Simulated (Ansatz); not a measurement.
# A hypothetical structure for TlCdBi, part 2 of 2

This structure for TlCdBi is made up. Its elements were placed in a known structure type with a cell scaled to their sizes. What cell does the guess relax to, and how far off was it?

Ansatz 0.2.0; DFT, PBE, plane-wave PAW, files of the set soft_1, scalar-relativistic, no spin, cell and ions relaxed at zero pressure; PAW set soft_1 (the session's first sound run).

So far: The structure; Relaxing cell and atoms. The relaxed cell has a = 5.474, c = 6.899 Å (conventional setting).

## (3) Bands of the relaxed cell

A second self-consistent run takes a narrower smearing and the mesh shown in its input; the bands follow along the standard path of the relaxed lattice.

This step: DFT, PBE, plane-wave PAW, files of the set soft_1, scalar-relativistic, no spin, bands and density of states at the relaxed cell; PAW set soft_1 (Ansatz 0.2.0).

Input file input.yaml:

```yaml
crystal:
  lattice:
    - [5.4741480288, 0.0, 0.0]
    - [-2.7370740144, 4.740751257, 0.0]
    - [0.0, 0.0, 6.898922553]
  atoms:
    - { symbol: Bi, position: [0.0, 0.0, 0.0] }
    - { symbol: Bi, position: [0.0, 0.0, 0.5] }
    - { symbol: Tl, position: [0.6666666667, 0.3333333333, 0.25] }
    - { symbol: Tl, position: [0.3333333333, 0.6666666667, 0.75] }
    - { symbol: Cd, position: [0.6666666667, 0.3333333333, 0.75] }
    - { symbol: Cd, position: [0.3333333333, 0.6666666667, 0.25] }
kpoints:
  mp_grid: { grid: [8, 8, 6] }
  band_path:
    path:
      - [[0.0, 0.0, 0.0], [0.5, 0.0, 0.0], [0.33333333, 0.33333333, 0.0], [0.0, 0.0, 0.0], [0.0, 0.0, 0.5], [0.5, 0.0, 0.5], [0.33333333, 0.33333333, 0.5], [0.0, 0.0, 0.5]]
      - [[0.5, 0.0, 0.5], [0.5, 0.0, 0.0]]
      - [[0.33333333, 0.33333333, 0.0], [0.33333333, 0.33333333, 0.5]]
    npoints: 8
scf:
  occupations: { method: fermi_dirac, width: 0.03 }
  n_extra_bands: 10
hamiltonian:
  xc: pbe
  pseudopotentials: { kind: paw, azcp: { folder: soft_1 } }
output:
  forces: true
  stress: true
  write_bands: true
  dos: { projected: true }
  write_density: true
  write_potential: true
  elf: true
  volumetric_format: npy
```

The run is started by

```sh
> ansatz run input.yaml --threads 4 --pin off --max-ram 10240MiB --backend cpu --events-out ev --progress --plain --runs-dir out
```

Numbers of over 12 decimals in the logs are rounded to 6 here.

The log of the run:

```text
[...]
Crystal: 6 atoms, lattice volume = 179.038 Å³
Basis set: ecut = 420 eV, 3473 PW (Γ), exchange–correlation on 80×80×96 points (8 copies of the dense FFT grid, shifted against one another)
Bands: 58, of which v1, the nominal top of the filled ones, is band 48 counted from 1 (47 counted from 0)
Symmetry: 24 space group operations
[...]
k-points: 40 of 384
[...]
SCF iter   1: F=—  HF=-64200.320085 eV  |F-HF|=—  |Δ(HF+E_count)|=         —  Δρ=1.87e-2  dr2=1.91e0  ethr=3.10e-3  ⟨swp⟩=6.2  Hψ=8178  notcnv=0  defer=3
[...]
SCF iter   9: F=-64199.702218 eV  HF=-64199.702218 eV  |F-HF|=2.83e-9  |Δ(HF+E_count)|=   2.98e-8  Δρ=1.80e-6  dr2=1.06e-8  ethr=1.04e-10  ⟨swp⟩=14.1  Hψ=15735  notcnv=0
SCF 1 converged in 9 iterations: F = -64199.702218 eV  dr2 = 1.06e-8
[...]
NSCF: frozen V_eff on 75 k-points
SCF converged after 9 iterations
Free energy (F): -64199.702218 eV
[...]
Internal energy: -64199.691998 eV  (E = F + TS)
E sigma→0 (E₀):  -64199.697108 eV
Entropy (-TS):   -0.010220 eV (-1.703 meV/atom)
Fermi energy:    10.465906 eV
[...]
--- Stress (GPa, compression-positive) ---
        0.190723      -0.000000       0.000000
        0.000000       0.190723       0.000000
        0.000000       0.000000      -0.404601
  P = ⅓ Tr σ = -0.0077 GPa (-0.077 kbar)
--- Band table (eV; the first three rows and the last of 40) ---
  k-point 0: bands = [... 44 lower, 8.8079, 9.9172, 10.4508, 10.5181, 10.5181, 10.7714, 10.7714, 11.4428, ... 6 higher]
  k-point 1: bands = [... 44 lower, 8.8942, 9.5507, 10.4884, 10.4884, 10.6752, 10.6752, 10.9040, 11.2648, ... 6 higher]
  k-point 2: bands = [... 44 lower, 9.1471, 9.4515, 10.0383, 10.0383, 10.1925, 10.9268, 10.9268, 11.0340, ... 6 higher]
  k-point 39: bands = [... 44 lower, 9.1287, 9.1287, 10.4847, 10.4847, 11.6705, 11.6705, 12.6348, 12.6348, ... 6 higher]
```

It took 9 s on 4 threads of Arm Neoverse V2, shared host; peak memory 1 GiB; 35 s of CPU time.

This step gave:

```yaml
free_energy: -64199.7022 eV
energy_at_zero_smearing: -64199.6971 eV
smearing_term_ts: 0.01022 eV
fermi_energy: 10.47 eV
pressure: -0.007718 GPa
```

From bands.tsv, the bands that come nearest the Fermi level along the path, at its corners, in eV from the Fermi level:

```tsv
point	band 45	band 46	band 47	band 48	band 49	band 50	band 51	band 52
Γ	-1.66	-0.55	-0.02	0.05	0.05	0.31	0.31	0.98
M	-2.72	-2.44	-1.14	0.15	0.63	0.78	2.06	3.11
K	-3.11	-1.77	-1.77	0.40	0.62	0.62	3.21	3.21
Γ	-1.66	-0.55	-0.02	0.05	0.05	0.31	0.31	0.98
A	-0.92	-0.92	-0.85	-0.85	-0.70	-0.70	0.89	0.89
L	-2.11	-2.11	-0.64	-0.64	0.95	0.95	3.42	3.42
H	-1.27	-1.27	0.13	0.13	1.35	1.35	2.14	2.14
A	-0.92	-0.92	-0.85	-0.85	-0.70	-0.70	0.89	0.89
L	-2.11	-2.11	-0.64	-0.64	0.95	0.95	3.42	3.42
M	-2.72	-2.44	-1.14	0.15	0.63	0.78	2.06	3.11
K	-3.11	-1.77	-1.77	0.40	0.62	0.62	3.21	3.21
H	-1.27	-1.27	0.13	0.13	1.35	1.35	2.14	2.14
```

Counts of states for the cell as run, both spins, by energy window (eV from the Fermi level):

```
from  to  total
  -8  -7   0.00
  -7  -6   2.50
  -6  -5   1.50
  -5  -4   0.44
  -4  -3   2.31
  -3  -2   2.47
  -2  -1   3.45
  -1   0   3.32
   0   1   2.43
   1   2   3.56
   2   3   4.02
```

A further 80.0 states lie below the table's range.

Electrostatic potential energy in the ac plane at fractional y = 0.333, with atoms of Tl and Cd within 0.2 Å of it. With pseudopotentials it is smooth inside the atoms' cores, unlike the true potential.

Ten even steps from '_' (-31 eV) to '@' (13 eV), each cell a mean:
```
@@@@@@@@@@@@@@@@@@@@@@@@@@@@@@
@@@@@@@@@@@@@@@@%%####%%@@@@@@
@@@@@@@@@@@@@@%%++==--==##@@@@
@@@@@@@@@@@@@@##--::..::++%%@@
@@@@@@@@@@@@@@**--....::==%%@@
@@@@@@@@@@@@@@##==--::--**%%@@
@@@@@@@@@@@@@@@@##++++**%%@@@@
@@@@@@@@@@@@@@@@@@%%%%@@@@@@@@
@@@@@@@@@@@@@@@@@@@@@@@@@@@@@@
@@@@@@@@@@@@@@@@@@@@@@@@@@@@@@
@@@@@@@@@@@@@@@@%%****##%%@@@@
@@@@@@@@@@@@@@%%==....::**@@@@
@@@@@@@@@@@@@@**..______--%%@@
@@@@@@@@@@@@@@**________::%%@@
@@@@@@@@@@@@@@##::______==%%@@
@@@@@@@@@@@@@@%%**==--++%%@@@@
@@@@@@@@@@@@@@@@@@%%%%%%@@@@@@
@@@@@@@@@@@@@@@@@@@@@@@@@@@@@@
```
Columns run along a (5.5 Å; values clipped at the 3rd and 97th percentile), rows up along c (6.9 Å). Atoms in or near the plane, at fractional coordinates: Tl at (0.67, 0.25), Cd at (0.67, 0.75).

ELF in the ac plane at fractional y = 0.333, with atoms of Tl and Cd within 0.2 Å of it. It is the smooth field of the valence electrons, not physical close to the nuclei.

Values, 18 rows by 15 columns, each cell a mean:
```
0.24 0.29 0.31 0.30 0.26 0.20 0.16 0.15 0.16 0.16 0.16 0.16 0.16 0.15 0.18
0.19 0.21 0.22 0.21 0.20 0.18 0.17 0.18 0.20 0.23 0.24 0.22 0.19 0.18 0.17
0.16 0.17 0.17 0.17 0.17 0.17 0.18 0.20 0.28 0.37 0.39 0.33 0.24 0.19 0.17
0.17 0.17 0.18 0.18 0.17 0.17 0.18 0.24 0.38 0.66 0.77 0.51 0.31 0.20 0.18
0.17 0.17 0.18 0.18 0.17 0.17 0.19 0.25 0.41 0.77 0.89 0.59 0.32 0.21 0.18
0.16 0.17 0.17 0.17 0.17 0.17 0.18 0.22 0.33 0.49 0.55 0.41 0.27 0.19 0.18
0.17 0.18 0.19 0.18 0.18 0.17 0.17 0.19 0.24 0.29 0.30 0.27 0.21 0.18 0.17
0.21 0.25 0.26 0.26 0.23 0.19 0.16 0.17 0.18 0.19 0.19 0.19 0.18 0.17 0.17
0.25 0.31 0.34 0.33 0.29 0.21 0.15 0.14 0.15 0.15 0.15 0.15 0.14 0.14 0.18
0.24 0.31 0.34 0.33 0.28 0.20 0.14 0.15 0.21 0.24 0.25 0.23 0.18 0.14 0.16
0.20 0.25 0.27 0.27 0.23 0.17 0.16 0.25 0.33 0.38 0.39 0.36 0.30 0.20 0.15
0.17 0.20 0.21 0.21 0.19 0.17 0.22 0.34 0.40 0.32 0.29 0.37 0.38 0.28 0.18
0.17 0.18 0.19 0.19 0.18 0.18 0.26 0.39 0.31 0.09 0.05 0.18 0.38 0.34 0.21
0.17 0.18 0.19 0.19 0.18 0.18 0.27 0.40 0.26 0.05 0.05 0.12 0.37 0.35 0.22
0.17 0.19 0.20 0.19 0.18 0.17 0.24 0.37 0.37 0.19 0.14 0.27 0.40 0.31 0.20
0.18 0.22 0.24 0.23 0.20 0.16 0.19 0.29 0.39 0.40 0.40 0.40 0.35 0.24 0.16
0.22 0.29 0.31 0.30 0.26 0.18 0.15 0.19 0.27 0.31 0.32 0.30 0.24 0.16 0.15
0.26 0.32 0.35 0.34 0.29 0.21 0.14 0.13 0.15 0.17 0.17 0.16 0.14 0.13 0.17
```
Columns run along a (5.5 Å), rows up along c (6.9 Å). Atoms in or near the plane, at fractional coordinates: Tl at (0.67, 0.25), Cd at (0.67, 0.75).

Valence density in the ac plane at fractional y = 0.333, with atoms of Tl and Cd within 0.2 Å of it. It is the smooth field of the valence electrons, not physical close to the nuclei.

Ten steps, logarithmic in the rise over the least value, from '0' (0 e/Å³) to '9' (21 e/Å³), each cell a mean:
```
000000000000000
000000001221000
000000013665200
000000026897410
000000026998510
000000015786310
000000002443100
000000000110000
000000000000000
000000000000000
000000001222100
000000013554210
000000025666410
000000135776410
000000024665310
000000012343100
000000000111000
000000000000000
```
Columns run along a (5.5 Å), rows up along c (6.9 Å). Atoms in or near the plane, at fractional coordinates: Tl at (0.67, 0.25), Cd at (0.67, 0.75).

## (4) Outcome

| Item | Value |
| --- | --- |
| space group, relaxed | P6_3/mmc |
| conventional cell | a = 5.474, b = 5.474, c = 6.899 Å; α = 90.0°, β = 90.0°, γ = 120.0° |
| volume per atom | 29.84 Å³ (guess 25.72) |

TlCdBi relaxes to P6_3/mmc with a = 5.474, b = 5.474 and c = 6.899 Å. The guessed volume was 14 % too small. The space group P6_3/mmc was held in the relaxation, so the end point is a stationary structure within it and may be a saddle against distortions or other arrangements. Bands cross the Fermi level, so it is a metal or semimetal at this level. On the 8×8×6 mesh with the narrower smearing (relaxed on 6×6×4) the forces vanish, as symmetry may demand, and the largest stress component is 0.405 GPa, against the relaxation's thresholds of 0.015 eV/Å and 0.05 GPa. The cutoff wasn't tested. A vector of the cell changed its length by 13 %, more than the volume shows. Spin-orbit coupling is left out, which can matter for elements this heavy. No dispersion term is used, so weakly bound directions may come out too long. Nothing here tests whether the compound is stable against decomposition.

[Logs are printed without paths, hosts, clocks, repeated set-up lines and the standing remarks that a program may print on its own settings, such as how far it seeks lower states.]

[Hosts, paths, dates, database ids (printed as entryN), source tags and the programs' standing remarks are cut or masked in the printed files.]
